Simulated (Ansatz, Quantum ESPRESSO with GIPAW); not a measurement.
# 19F assignment in KCaF3

The values are calculated: DFT, PBEsol, plane-wave PAW (pslibrary 1.0.0 recipes), scalar-relativistic, GIPAW shieldings (Quantum ESPRESSO with GIPAW, a patched development version). Shifts follow from reference lines fitted to measured solids with this functional and these files. 19F bound to cations with low empty d or f shells (Ca, Sc, Ti, La and kin; for O also their heavier kin), which semilocal functionals deshield too much: δ = (44.2 − σ) / 1.409, zero at CFCl3, fitted to 5 measured values, from CaF2, LaF3 and ScF3, with a scatter of 5.3 ppm r.m.s., on σ without the shape term. Kinds of site that fitted badly were split off after the misses were seen, so the scatter is that of the points kept. Spans are on the shift scale.

```xyz
20
Lattice="6.2206 0.0000 0.0000 0.0000 8.7158 0.0000 0.0000 0.0000 6.1278" Properties=species:S:1:pos:R:3 pbc="T T T"
Ca    0.0000    4.3579    0.0000
Ca    3.1103    4.3579    3.0639
Ca    3.1103    0.0000    3.0639
Ca    0.0000    0.0000    0.0000
K     5.9737    6.5368    3.1179
K     3.3572    2.1789    0.0540
K     2.8634    6.5368    6.0738
K     0.2469    2.1789    3.0099
F     0.1775    6.5368    0.5004
F     2.9328    2.1789    3.5643
F     3.2878    6.5368    2.5635
F     6.0431    2.1789    5.6274
F     1.8161    0.3748    1.2669
F     1.2942    8.3410    4.3308
F     4.9264    3.9831    1.7970
F     4.4045    4.7327    4.8609
F     4.4045    8.3410    4.8609
F     4.9264    0.3748    1.7970
F     1.2942    4.7327    4.3308
F     1.8161    3.9831    1.2669
```

The cell is a computed entry of the Materials Project; it need not be the form that is stable at ambient conditions. The coordinates shown are those after relaxation (atoms relaxed).

The F sites:

| site | atom no. | atoms in cell | site symmetry | surroundings | bonds (Å) |
| --- | --- | --- | --- | --- | --- |
| F(1) | 9 | 4 | m | bound to Ca2K2 | 2.24 to 2.74 |
| F(2) | 13 | 8 | 1 | bound to Ca2K3 | 2.25 to 3.06 |

The lines to be assigned:

| line | δ_iso (ppm) | relative area | span (ppm) | skew |
| --- | --- | --- | --- | --- |
| A | -126.1 | 1 | 131.8 | 0.72 |
| B | -129.7 | 2 | 136.6 | 0.72 |

Simulated spectrum: 19F MAS at 60 kHz, 23.5 T (941.8 MHz), lines broadened by 2 ppm; rigid lattice, with dipolar and J couplings left out. Its lines over 1.5 % of the strongest:

| δ (ppm) | area |
| --- | --- |
| -62.4 | 0.07 |
| -66.0 | 0.15 |
| -126.1 | 0.51 |
| -129.7 | 1.00 |
| -189.9 | 0.05 |
| -193.4 | 0.11 |
| -253.6 | 0.02 |
| -257.1 | 0.03 |

Q: Assign the lines to the sites.

The calculated assignment is A is F(1) (bound to Ca2K2); B is F(2) (bound to Ca2K3). The areas settle A and B, whose multiplicities are unique.

[Banner, clock, file and message-heading lines were taken out of the pw.x and gipaw.x logs.]

[Logs are printed without paths, hosts, clocks, repeated set-up lines and the standing remarks that a program may print on its own settings, such as how far it seeks lower states.]

[Hosts, paths, dates, database ids (printed as entryN), source tags and the programs' standing remarks are cut or masked in the printed files.]
